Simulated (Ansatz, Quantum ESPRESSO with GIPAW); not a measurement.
# CsH2PO4: working out the 17O quadrupolar coupling

A plane-wave PAW calculation (PBEsol, Ansatz) gives this electric field gradient, in 10²¹ V/m² and Cartesian axes, at one O site of CsH2PO4 (atom 11; non-bridging on P; 4 neighbours; site symmetry m):

```
      7.3163        0.0000        5.1297
      0.0000       -5.3767        0.0000
      5.1297        0.0000       -1.9396
```

17O has spin 5/2, Q = -0.02558 barn and |γ|/2π = 5.7742 MHz/T. The cell is the P2_1/m form of a database entry, atoms relaxed, static and at 0 K, with no spin-orbit coupling beside its heavy atoms. The PAW files were made for PBE.

**Task.** Find C_Q, η_Q and ν_Q, and the shift and width of the central transition under fast MAS at 9.4 T and 14.1 T.

1. The tensor is symmetric and traceless. Its eigenvalues, ordered by size, are V_xx = -4.2205, V_yy = -5.3767 and V_zz = 9.5972.

2. η_Q = (V_xx − V_yy)/V_zz = 0.120.

3. C_Q = eQV_zz/h. One unit of 10²¹ V/m² with one barn gives 24.18 MHz, so C_Q = 24.18 × −0.02558 × 9.5972 = -5.936 MHz. A spectrum shows its size, not its sign.

4. ν_Q = 3C_Q/[2I(2I−1)] = 0.890 MHz in size, and P_Q = |C_Q|√(1 + η²/3) = 5.950 MHz.

5. The resonances lie at ν0 = 54.28 and 81.42 MHz, so ν_Q/ν0 is 0.016 at most and second order holds. The centre of gravity moves by δ_Q = −(3/40)(P_Q/ν0)² F × 10⁶ ppm, with F = [I(I+1) − 3/4]/[I²(2I−1)²] = 0.08: -72.1 ppm at 9.4 T and -32.0 ppm at 14.1 T.

6. Summing the second-order term over orientations gives a full width of 160 ppm (8.7 kHz) and 71.1 ppm (5.8 kHz). In ppm both fall as 1/B²: (9.4/14.1)² = 0.444. The spinning rate must pass the static width for this shape to show cleanly.

[Banner, clock, file and message-heading lines were taken out of the pw.x and gipaw.x logs.]

[Logs are printed without paths, hosts, clocks, repeated set-up lines and the standing remarks that a program may print on its own settings, such as how far it seeks lower states.]

[Hosts, paths, dates, database ids (printed as entryN), source tags and the programs' standing remarks are cut or masked in the printed files.]
